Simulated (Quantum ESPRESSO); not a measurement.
SiO2 (Stishovite, P4_2/mnm), Si K edge of atom 1, with 4 O at 1.76 Å and 2 O at 1.81 Å (octahedral, site symmetry mmm). Method: Quantum ESPRESSO XSpectra, PBE, full core hole (charged cell), 12-atom cell with 5.0 Å between holes, 6×6×6 k points, dipole transitions, Lorentzian half width 0.3 eV up to 4 eV, rising linearly to 2.5 eV at 25 eV (counted from xe0, 1.6 eV below the zero used here).

```
CELL_PARAMETERS angstrom
4.17730 0.00000 0.00000
0.00000 4.17730 0.00000
0.00000 0.00000 2.66520
ATOMIC_POSITIONS crystal
Si 0.50000 0.50000 0.50000
Si 0.00000 0.00000 0.00000
O 0.80590 0.19410 0.50000
O 0.69410 0.69410 0.00000
O 0.19410 0.80590 0.50000
O 0.30590 0.30590 0.00000
```

Energy from the lowest empty level; a common scale on which the isotropic spectrum has a mean of 1 over the first 20 eV.

```csv
E (eV),curve 1,curve 2
-2.0,0.03,0.03
-1.5,0.04,0.03
-1.0,0.05,0.04
-0.5,0.06,0.04
0.0,0.08,0.05
0.5,0.11,0.07
1.0,0.18,0.09
1.5,0.25,0.12
2.0,0.31,0.15
2.5,0.38,0.20
3.0,0.83,0.41
3.5,2.12,1.00
4.0,3.05,1.70
4.5,3.38,2.03
5.0,3.75,2.12
5.5,3.87,2.43
6.0,3.08,2.85
6.5,1.99,3.09
7.0,1.33,2.89
7.5,1.03,2.28
8.0,0.92,1.86
8.5,0.85,1.66
9.0,0.82,1.44
9.5,0.81,1.24
10.0,0.78,1.10
10.5,0.72,1.01
11.0,0.65,0.95
11.5,0.60,0.89
12.0,0.55,0.81
12.5,0.51,0.74
13.0,0.48,0.69
13.5,0.46,0.65
14.0,0.45,0.62
14.5,0.44,0.59
15.0,0.44,0.56
15.5,0.43,0.54
16.0,0.43,0.51
16.5,0.43,0.48
17.0,0.44,0.45
17.5,0.45,0.43
18.0,0.46,0.41
18.5,0.48,0.41
19.0,0.49,0.40
19.5,0.50,0.41
20.0,0.51,0.41
20.5,0.51,0.41
21.0,0.51,0.42
21.5,0.51,0.43
22.0,0.50,0.43
22.5,0.50,0.43
23.0,0.50,0.44
23.5,0.49,0.44
24.0,0.49,0.45
24.5,0.49,0.45
25.0,0.49,0.46
25.5,0.49,0.46
26.0,0.48,0.46
26.5,0.48,0.45
27.0,0.48,0.44
27.5,0.47,0.44
28.0,0.46,0.44
28.5,0.46,0.44
29.0,0.46,0.44
29.5,0.45,0.45
30.0,0.45,0.44
30.5,0.45,0.44
31.0,0.45,0.43
31.5,0.44,0.43
32.0,0.44,0.42
```

**Question.** The curves are for the electric vector along different Cartesian axes of the cell as given, averaged over the symmetry-equivalent atoms. Which is which?

Curve 1: along x (⊥ c) (the other in-plane axis gives the same curve within 3 %), main maxima 5.3 eV (3.91) and 20.5 eV (0.51). Curve 2: along z (c), main maxima 6.7 eV (3.09). A K edge sees empty p states on the absorber. Each direction probes the empty orbitals that point along it. The holes are only 5.0 Å apart, so the shape is probably not converged with cell size; no larger cell was run here. Lifetime broadening is put in by hand, and intensities beyond about 20 eV depend on it and on the partial waves; weight that the partial waves miss at high energy is lost.

[Banner, clock and machine lines of the logs are left out without a mark of their own.]

[Logs are printed without paths, hosts, clocks, repeated set-up lines and the standing remarks that a program may print on its own settings, such as how far it seeks lower states.]

[Hosts, paths, dates, database ids (printed as entryN), source tags and the programs' standing remarks are cut or masked in the printed files.]

[Lists of maxima count a maximum above −3 eV only where it reaches 4 % of the highest in the window and stands out from its surroundings by 2 % of it (1.5 % where it reaches 55 %); shoulders and weaker maxima are passed over, and of the rest the first, up to two pre-edge ones and the few strongest are named.]
